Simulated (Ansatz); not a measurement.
In doubt: masses and optical values from hybrid runs of this build are listed as unsure, which bears on the screening that GW takes from such a start.

Rows from a G0W0 calculation on Bi3B4As (ordered alloy, started on the zincblende lattice) (P-43m) (Ansatz 0.2.0; G0W0 on HSE06, plane waves, PAW; 2×2×2 mesh, 185 empty bands, screening to 66 eV), in eV. Spin-orbit coupling is left out.

```tsv
row	k	band	start	Σx	Σc at the solution	Vxc
A	Γ	v1	10.320	-15.381	1.305	-14.340
B	(-0.500, -0.500, -0.500)	c1	11.428	-9.322	-3.868	-13.343
C	Γ	c1	11.638	-7.558	-3.888	-11.471
D	(-0.500, -0.500, -0.500)	c2	11.754	-9.816	-3.917	-13.944
E	(-0.500, -0.500, -0.500)	v1	9.150	-15.394	1.663	-13.992
```

**Question.** Give the quasiparticle energies and the shift of each level.

The quasiparticle equation reads E = start + Σx + Σc(E) − Vxc.

```tsv
row	E (eV)	shift (eV)
A	10.583	+0.263
B	11.582	+0.153
C	11.663	+0.025
D	11.965	+0.211
E	9.411	+0.261
```

Limits: not at the basis limit; no spin-orbit coupling; coarse k mesh.

[Paths, hosts, dates, memory and timing lines, banners, echoed tables and standing remarks are left out of the program output.]

[Logs are printed without paths, hosts, clocks, repeated set-up lines and the standing remarks that a program may print on its own settings, such as how far it seeks lower states.]

[Runs of the session that timed out or met a known fault of the program may be left out.]

[Cells called generated may have been cut or substituted from an entry of the Crystallography Open Database or the Materials Project.]

[Hosts, paths, dates, database ids (printed as entryN), source tags and the programs' standing remarks are cut or masked in the printed files.]
